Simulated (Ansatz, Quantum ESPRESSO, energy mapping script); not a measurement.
# Spin model of BaMnO2 in the infinite layer structure from collinear orders, part 2 of 2

Wanted: the magnetic order of BaMnO2 in the infinite layer structure, its couplings and an estimate of its ordering temperature, by PBE+U (4 eV).

PBE with U = 4 eV on Mn d, ortho-atomic projectors; plane waves, U on orthogonalised atomic orbitals unless named otherwise, collinear spin, no spin–orbit coupling.

So far. Step 4 (Compensated +− start in cell A (8 atoms)): The run ends antiferromagnetic, 73.55 meV a magnetic atom above the parallel order of its cell (energies taken at zero occupation width, not the printed F). Step 5 (Run 3 (parallel; cell B, 8 atoms)): The run ends ferromagnetic. For each magnetic atom its energy differs from the parallel run of the first cell by 1.94 meV, an error that one common reference would have brought in.

### 6. Compensated +− start in cell B (8 atoms)

This order reverses 0 of the 2 neighbours at 3.71 Å, 2 of the 4 neighbours at 4.13 Å and 4 of the 8 neighbours at 5.55 Å, counted for an average magnetic atom.

Input file input.yaml:

```yaml
crystal:
  lattice:
    - [0.0, 0.0, 3.714918336]
    - [4.13014972, 0.0, 0.0]
    - [0.0, 8.26029944, 0.0]
  atoms:
    - { symbol: Ba, position: [0.5, 0.5, 0.25] }
    - { symbol: Ba, position: [0.5, 0.5, 0.75] }
    - { symbol: Mn, position: [0.0, 0.0, 0.0], spin: 4.5 }
    - { symbol: Mn, position: [0.0, 0.0, 0.5], spin: -4.5 }
    - { symbol: O, position: [0.0, 0.5, 0.0] }
    - { symbol: O, position: [0.0, 0.5, 0.5] }
    - { symbol: O, position: [0.0, 0.0, 0.25] }
    - { symbol: O, position: [0.0, 0.0, 0.75] }
magnetization:
  spin_polarized: true
kpoints:
  mp_grid: { grid: [8, 7, 4] }
hamiltonian:
  xc: pbe
  hubbard:
    sites:
      - { species: Mn, l: d, u_eff: 4.0 }
      - { site: 2, l: d, u_eff: 4.0, starting_ns: [{ spin: up, occupation_matrix: mn2_major }, { spin: down, occupation_matrix: mn2_minor }] }
      - { site: 3, l: d, u_eff: 4.0, starting_ns: [{ spin: up, occupation_matrix: mn2_minor }, { spin: down, occupation_matrix: mn2_major }] }
    projectors: ortho-atomic
    occupation_matrices:
      mn2_major:
        matrix:
          - [0.957, 0.0, 0.0, 0.0, 0.0]
          - [0.0, 0.997, 0.0, 0.0, 0.0]
          - [0.0, 0.0, 0.997, 0.0, 0.0]
          - [0.0, 0.0, 0.0, 0.897, 0.0]
          - [0.0, 0.0, 0.0, 0.0, 0.998]
      mn2_minor:
        matrix:
          - [0.124, 0.0, 0.0, 0.0, 0.0]
          - [0.0, 0.044, 0.0, 0.0, 0.0]
          - [0.0, 0.0, 0.044, 0.0, 0.0]
          - [0.0, 0.0, 0.0, 0.167, 0.0]
          - [0.0, 0.0, 0.0, 0.0, 0.07]
scf:
  occupations: { method: fermi_dirac, width: 0.05 }
output:
  eigenvalues: true
```

On the command line:

```bash
$ ansatz run input.yaml --threads 8 --pin off --max-ram 14336MiB --backend cpu --events-out ev --progress --plain --runs-dir out
```

Numbers of over 12 decimals in the logs are rounded to 6 here.

The program printed:

```text
[...]
Crystal: 8 atoms, lattice volume = 126.739 Å³
Basis set: ecut = 420 eV, 2479 PW (Γ)
Bands: 50, of which v1, the nominal top of the filled ones, is band 37 counted from 1 (36 counted from 0)
Symmetry: 8 space group operations
[...]
k-points: 60 of 224
[...]
Starting moments: Σ|m| = 9 μB on 2 of 8 sites
[...]
k-point 1 ↑: bands = [... 33 lower, 8.9949, 9.0271, 9.1279, 9.3783, 10.8157, 12.5888, 13.8685, 14.1297, ... 9 higher]
  k-point 2 ↑: bands = [... 33 lower, 8.9201, 9.0767, 9.0913, 9.4479, 10.9995, 12.3713, 13.8683, 14.1056, ... 9 higher]
  k-point 59 ↓: bands = [... 33 lower, 9.0298, 9.1045, 9.5672, 11.0424, 11.3959, 12.1875, 14.1143, 14.1546, ... 9 higher]
Occupation matrices written to <dir>
[key lines of the parts left out:]
SCF converged after 17 iterations
Magnetization: 0.0000 μB (37.0000 up, 37.0000 down)
Free energy (F): -21969.221456 eV
Fermi energy:    11.151282 eV
```

Wall time 5.3 s (8 threads of Arm Neoverse V2, shared host); peak memory 1 GiB.

The run ends antiferromagnetic, 91.91 meV a magnetic atom above the parallel order of its cell (energies taken at zero occupation width, not the printed F).

### 7. Order 5: parallel, cell C of 8 atoms

The parallel order again, as the reference for this cell.

This run holds the same structure in another cell (a 3.715 → 4.130 Å, c 8.260 → 7.430 Å).

Input file input.yaml:

```yaml
crystal:
  lattice:
    - [4.13014972, 0.0, 0.0]
    - [0.0, 4.13014972, 0.0]
    - [0.0, 0.0, 7.429836672]
  atoms:
    - { symbol: Ba, position: [0.5, 0.5, 0.25] }
    - { symbol: Ba, position: [0.5, 0.5, 0.75] }
    - { symbol: Mn, position: [0.0, 0.0, 0.0], spin: 4.5 }
    - { symbol: Mn, position: [0.0, 0.0, 0.5], spin: 4.5 }
    - { symbol: O, position: [0.5, 0.0, 0.0] }
    - { symbol: O, position: [0.5, 0.0, 0.5] }
    - { symbol: O, position: [0.0, 0.5, 0.0] }
    - { symbol: O, position: [0.0, 0.5, 0.5] }
magnetization:
  spin_polarized: true
kpoints:
  mp_grid: { grid: [7, 7, 4] }
hamiltonian:
  xc: pbe
  hubbard:
    sites:
      - { species: Mn, l: d, u_eff: 4.0 }
      - { site: 2, l: d, u_eff: 4.0, starting_ns: [{ spin: up, occupation_matrix: mn2_major }, { spin: down, occupation_matrix: mn2_minor }] }
      - { site: 3, l: d, u_eff: 4.0, starting_ns: [{ spin: up, occupation_matrix: mn2_major }, { spin: down, occupation_matrix: mn2_minor }] }
    projectors: ortho-atomic
    occupation_matrices:
      mn2_major:
        matrix:
          - [0.957, 0.0, 0.0, 0.0, 0.0]
          - [0.0, 0.997, 0.0, 0.0, 0.0]
          - [0.0, 0.0, 0.997, 0.0, 0.0]
          - [0.0, 0.0, 0.0, 0.897, 0.0]
          - [0.0, 0.0, 0.0, 0.0, 0.998]
      mn2_minor:
        matrix:
          - [0.124, 0.0, 0.0, 0.0, 0.0]
          - [0.0, 0.044, 0.0, 0.0, 0.0]
          - [0.0, 0.0, 0.044, 0.0, 0.0]
          - [0.0, 0.0, 0.0, 0.167, 0.0]
          - [0.0, 0.0, 0.0, 0.0, 0.07]
scf:
  occupations: { method: fermi_dirac, width: 0.05 }
output:
  eigenvalues: true
```

The program printed:

```text
[...]
Crystal: 8 atoms, lattice volume = 126.739 Å³
Basis set: ecut = 420 eV, 2449 PW (Γ)
Bands: 50, of which v1, the nominal top of the filled ones, is band 37 counted from 1 (36 counted from 0)
Symmetry: 32 space group operations
[...]
k-points: 30 of 196
[...]
Starting moments: Σ|m| = 9 μB on 2 of 8 sites
[...]
k-point 0 ↑: bands = [... 33 lower, 7.4138, 7.7239, 7.7284, 8.4715, 8.5403, 8.7385, 8.7385, 9.1417, ... 9 higher]
  k-point 1 ↑: bands = [... 33 lower, 7.5524, 7.7246, 7.7277, 8.1730, 8.3398, 8.7712, 8.7712, 9.0500, ... 9 higher]
  k-point 2 ↑: bands = [... 33 lower, 7.5569, 7.7261, 7.7261, 7.9163, 7.9163, 8.8815, 8.8815, 8.8815, ... 9 higher]
  k-point 29 ↓: bands = [... 33 lower, 11.0116, 14.3515, 14.3515, 14.4983, 14.4983, 14.9027, 14.9027, 14.9514, ... 9 higher]
Occupation matrices written to <dir>
[key lines of the parts left out:]
SCF converged after 15 iterations
Magnetization: 9.0352 μB (41.5176 up, 32.4824 down)
Free energy (F): -21969.408428 eV
Fermi energy:    11.150799 eV
```

Wall time 5.3 s (8 threads); peak memory 0.85 GiB.

The run ends ferromagnetic. For each magnetic atom its energy differs from the parallel run of the first cell by 0.67 meV, an error that one common reference would have brought in.

### 8. Order 6: compensated +−, cell C of 8 atoms

This order reverses 2 of the 2 neighbours at 3.71 Å, 0 of the 4 neighbours at 4.13 Å and 8 of the 8 neighbours at 5.55 Å, counted for an average magnetic atom.

input.yaml: that of step 7 with these lines changed.

```diff
@@ -9,3 +9,3 @@
     - { symbol: Mn, position: [0.0, 0.0, 0.0], spin: 4.5 }
-    - { symbol: Mn, position: [0.0, 0.0, 0.5], spin: 4.5 }
+    - { symbol: Mn, position: [0.0, 0.0, 0.5], spin: -4.5 }
     - { symbol: O, position: [0.5, 0.0, 0.0] }
@@ -24,3 +24,3 @@
       - { site: 2, l: d, u_eff: 4.0, starting_ns: [{ spin: up, occupation_matrix: mn2_major }, { spin: down, occupation_matrix: mn2_minor }] }
-      - { site: 3, l: d, u_eff: 4.0, starting_ns: [{ spin: up, occupation_matrix: mn2_major }, { spin: down, occupation_matrix: mn2_minor }] }
+      - { site: 3, l: d, u_eff: 4.0, starting_ns: [{ spin: up, occupation_matrix: mn2_minor }, { spin: down, occupation_matrix: mn2_major }] }
     projectors: ortho-atomic
```

The program printed:

```text
[...]
Crystal: 8 atoms, lattice volume = 126.739 Å³
Basis set: ecut = 420 eV, 2449 PW (Γ)
Bands: 50, of which v1, the nominal top of the filled ones, is band 37 counted from 1 (36 counted from 0)
Symmetry: 16 space group operations
[...]
k-points: 30 of 196
[...]
Starting moments: Σ|m| = 9 μB on 2 of 8 sites
[...]
k-point 1 ↑: bands = [... 33 lower, 8.7724, 8.7724, 9.0686, 9.0686, 11.0237, 12.8107, 13.5580, 13.5898, ... 9 higher]
  k-point 2 ↑: bands = [... 33 lower, 8.8761, 8.8761, 8.8972, 8.8972, 11.5643, 12.0964, 13.5576, 13.6015, ... 9 higher]
  k-point 29 ↓: bands = [... 33 lower, 9.2206, 9.3433, 9.4573, 10.9002, 12.2173, 12.7375, 14.4293, 14.4633, ... 9 higher]
Occupation matrices written to <dir>
[key lines of the parts left out:]
SCF converged after 14 iterations
Magnetization: 0.0000 μB (37.0000 up, 37.0000 down)
Free energy (F): -21969.444733 eV
Fermi energy:    11.349376 eV
```

Wall time 2.6 s (8 threads); peak memory 0.81 GiB.

The run ends antiferromagnetic, 17.74 meV a magnetic atom below the parallel order of its cell (energies taken at zero occupation width, not the printed F).

### 9. Parallel start in cell D (8 atoms)

A new cell needs its own zero of energy.

This run holds the same structure in another cell (a 4.130 → 3.715 Å, b 4.130 → 5.841 Å, c 7.430 → 5.841 Å).

Input file input.yaml:

```yaml
crystal:
  lattice:
    - [0.0, 0.0, -3.714918336]
    - [4.13014972, 4.13014972, 0.0]
    - [4.13014972, -4.13014972, 0.0]
  atoms:
    - { symbol: Ba, position: [0.5, 0.5, 0.0] }
    - { symbol: Ba, position: [0.5, 0.0, 0.5] }
    - { symbol: Mn, position: [0.0, 0.0, 0.0], spin: 4.5 }
    - { symbol: Mn, position: [0.0, 0.5, 0.5], spin: 4.5 }
    - { symbol: O, position: [0.0, 0.25, 0.25] }
    - { symbol: O, position: [0.0, 0.75, 0.75] }
    - { symbol: O, position: [0.0, 0.25, 0.75] }
    - { symbol: O, position: [0.0, 0.75, 0.25] }
magnetization:
  spin_polarized: true
kpoints:
  mp_grid: { grid: [8, 5, 5] }
hamiltonian:
  xc: pbe
  hubbard:
    sites:
      - { species: Mn, l: d, u_eff: 4.0 }
      - { site: 2, l: d, u_eff: 4.0, starting_ns: [{ spin: up, occupation_matrix: mn2_major }, { spin: down, occupation_matrix: mn2_minor }] }
      - { site: 3, l: d, u_eff: 4.0, starting_ns: [{ spin: up, occupation_matrix: mn2_major }, { spin: down, occupation_matrix: mn2_minor }] }
    projectors: ortho-atomic
    occupation_matrices:
      mn2_major:
        matrix:
          - [0.957, 0.0, 0.0, 0.0, 0.0]
          - [0.0, 0.997, 0.0, 0.0, 0.0]
          - [0.0, 0.0, 0.997, 0.0, 0.0]
          - [0.0, 0.0, 0.0, 0.897, 0.0]
          - [0.0, 0.0, 0.0, 0.0, 0.998]
      mn2_minor:
        matrix:
          - [0.124, 0.0, 0.0, 0.0, 0.0]
          - [0.0, 0.044, 0.0, 0.0, 0.0]
          - [0.0, 0.0, 0.044, 0.0, 0.0]
          - [0.0, 0.0, 0.0, 0.167, 0.0]
          - [0.0, 0.0, 0.0, 0.0, 0.07]
scf:
  occupations: { method: fermi_dirac, width: 0.05 }
output:
  eigenvalues: true
```

The program printed:

```text
[...]
Crystal: 8 atoms, lattice volume = 126.739 Å³
Basis set: ecut = 420 eV, 2497 PW (Γ)
Bands: 50, of which v1, the nominal top of the filled ones, is band 37 counted from 1 (36 counted from 0)
Symmetry: 32 space group operations
[...]
k-points: 30 of 200
[...]
Starting moments: Σ|m| = 9 μB on 2 of 8 sites
[...]
k-point 0 ↑: bands = [... 33 lower, 8.4837, 8.5552, 8.6894, 8.9301, 8.9301, 9.1580, 9.1580, 9.3356, ... 9 higher]
  k-point 1 ↑: bands = [... 33 lower, 8.4631, 8.6006, 8.6610, 8.8325, 8.9016, 8.9095, 9.2520, 9.3621, ... 9 higher]
  k-point 2 ↑: bands = [... 33 lower, 8.6047, 8.6249, 8.6433, 8.7079, 8.7966, 8.8211, 9.0498, 10.1510, ... 9 higher]
  k-point 29 ↓: bands = [... 33 lower, 12.8298, 13.7344, 13.8058, 13.8100, 13.9289, 14.3341, 14.3809, 14.6174, ... 9 higher]
Occupation matrices written to <dir>
[key lines of the parts left out:]
SCF converged after 16 iterations
Magnetization: 9.1716 μB (41.5858 up, 32.4142 down)
Free energy (F): -21969.401383 eV
Fermi energy:    11.179899 eV
```

Wall time 5 s (8 threads); peak memory 0.85 GiB.

The run ends ferromagnetic. For each magnetic atom its energy differs from the parallel run of the first cell by 4.28 meV, an error that one common reference would have brought in.

### 10. Compensated +− start in cell D (8 atoms)

This order reverses 0 of the 2 neighbours at 3.71 Å, 4 of the 4 neighbours at 4.13 Å and 8 of the 8 neighbours at 5.55 Å, counted for an average magnetic atom.

input.yaml: that of step 9 with these lines changed.

```diff
@@ -9,3 +9,3 @@
     - { symbol: Mn, position: [0.0, 0.0, 0.0], spin: 4.5 }
-    - { symbol: Mn, position: [0.0, 0.5, 0.5], spin: 4.5 }
+    - { symbol: Mn, position: [0.0, 0.5, 0.5], spin: -4.5 }
     - { symbol: O, position: [0.0, 0.25, 0.25] }
@@ -24,3 +24,3 @@
       - { site: 2, l: d, u_eff: 4.0, starting_ns: [{ spin: up, occupation_matrix: mn2_major }, { spin: down, occupation_matrix: mn2_minor }] }
-      - { site: 3, l: d, u_eff: 4.0, starting_ns: [{ spin: up, occupation_matrix: mn2_major }, { spin: down, occupation_matrix: mn2_minor }] }
+      - { site: 3, l: d, u_eff: 4.0, starting_ns: [{ spin: up, occupation_matrix: mn2_minor }, { spin: down, occupation_matrix: mn2_major }] }
     projectors: ortho-atomic
```

The program printed:

```text
[...]
Crystal: 8 atoms, lattice volume = 126.739 Å³
Basis set: ecut = 420 eV, 2497 PW (Γ)
Bands: 50, of which v1, the nominal top of the filled ones, is band 37 counted from 1 (36 counted from 0)
Symmetry: 16 space group operations
[...]
k-points: 30 of 200
[...]
Starting moments: Σ|m| = 9 μB on 2 of 8 sites
[...]
k-point 1 ↑: bands = [... 33 lower, 9.0780, 9.2247, 9.4310, 10.6135, 10.8162, 12.9564, 14.3287, 14.3850, ... 9 higher]
  k-point 2 ↑: bands = [... 33 lower, 8.9159, 9.1224, 9.2724, 10.8364, 11.3436, 13.1969, 14.2749, 14.4176, ... 9 higher]
  k-point 29 ↓: bands = [... 33 lower, 9.0321, 9.0368, 9.2571, 10.1548, 12.4336, 13.6529, 13.6643, 14.0991, ... 9 higher]
Occupation matrices written to <dir>
[key lines of the parts left out:]
SCF converged after 16 iterations
Magnetization: 0.0000 μB (37.0000 up, 37.0000 down)
Free energy (F): -21969.160395 eV
Fermi energy:    10.907664 eV
```

It took 2.8 s on 8 threads; peak memory 0.84 GiB.

The run ends antiferromagnetic, 119.41 meV a magnetic atom above the parallel order of its cell (energies taken at zero occupation width, not the printed F).

### 11. From energies to couplings

Each energy difference is a sum of couplings weighted by the pairs that the order reverses. A few near shells are fitted to the differences by least squares. Energies are those extrapolated to zero occupation width, not the free energies F.

The orders that converged (zero: parallel moments in the same cell):

```
                   order  atoms  energy (meV a magnetic atom)  moments (μB)  moments kept as typed  opposed neighbours at 3.71, 4.13, 5.55 Å
      parallel in cell A      8                          0.00          3.85                    yes                                   0, 0, 0
compensated +− in cell A      8                         73.55          3.93                    yes                                   2, 2, 4
      parallel in cell B      8                          0.00          3.85                    yes                                   0, 0, 0
compensated +− in cell B      8                         91.91          3.92                    yes                                   0, 2, 4
      parallel in cell C      8                          0.00          3.86                    yes                                   0, 0, 0
compensated +− in cell C      8                        -17.74          3.90                    yes                                   2, 0, 8
      parallel in cell D      8                          0.00          3.88                    yes                                   0, 0, 0
compensated +− in cell D      8                        119.41          3.93                    yes                                   0, 4, 8
```

Couplings from the energies, with E = −Σ J e·e over ordered pairs:

```
 pair  distance (Å)  neighbours  J (meV)
Mn–Mn          3.71           2     1.85
Mn–Mn          4.13           4     19.7
Mn–Mn          5.55           8    -1.57
```

These orders cannot tell some unfitted shells from fitted ones: the value at 4.13 Å holds J(4.13) + 2 J(8.50); other unfitted shells add to the values wholly or in part.

Adding the shell at 5.84 Å gives -4.6, 15, 0.039 and 4.0 meV, an exact solve that tests nothing.

Limits of this fit: it misses the energies by up to 26 meV, so no temperature is drawn.

### 12. Comparison

The first set of orders, under PBE+U (4 eV), QE, GBRV, took 71 min of CPU time summed over its finished orders (seed run apart), these 5.3 min.

```
        quantity  this set  first set
J at 3.71 Å, meV      1.85       2.32
J at 4.13 Å, meV      19.7       21.9
J at 5.55 Å, meV     -1.57      -1.77
```

The coupling that led in the first set goes from 21.9 to 19.7 meV.

### 13. Summary of results

- lowest order tried: compensated +− in cell C
- largest fitted value (a combination of shells), Mn–Mn at 4.13 Å: 19.7 meV

**Reading.** Of the orders tried, BaMnO2 in the infinite layer structure prefers the order “compensated +− in cell C” under PBE+U (4 eV), with 2 of 2 neighbours at 3.71 Å, 0 of 4 neighbours at 4.13 Å and 8 of 8 neighbours at 5.55 Å opposed. The coupling at 4.13 Å is 0.90 times that of the first set, at 0.074 times the CPU time. The largest fitted value is 20 meV, at 4.13 Å. It is a combination of shells that these orders cannot split, so neither its size nor its sign can be laid on that pair alone. The orders also reverse pairs at 5.84 and 6.92 Å, which are not fitted, so the fitted values hold their part too. No fitted order reverses the pairs at 7.43 Å, so their coupling is unknown and is set to zero in the model. With 4 differences for 3 couplings the fit misses by 26 meV at most, which is not small: farther shells, terms beyond the Heisenberg form or the mesh can cause that. In the fitted orders moments change by up to 2.0 % against the parallel run of the same cell, so their size stays put. Every order is gapless on its mesh at this level. In a metal exchange reaches farther, and a short model of fixed moments is less apt; where the compound is in fact an insulator, these couplings come from a wrongly metallic state. The cell was built from a prototype and relaxed; a distortion that needs a larger cell, or another structure that the compound may prefer, is not captured.

[Logs and program files are shortened in this print: banners, set-up blocks, solver, clock and traceback lines can be left out without a mark of their own.]

[Logs are printed without paths, hosts, clocks, repeated set-up lines and the standing remarks that a program may print on its own settings, such as how far it seeks lower states.]

[Hosts, paths, dates, database ids (printed as entryN), source tags and the programs' standing remarks are cut or masked in the printed files.]

[Where a cell is said to come from a database of computed structures, the database is the Materials Project.]
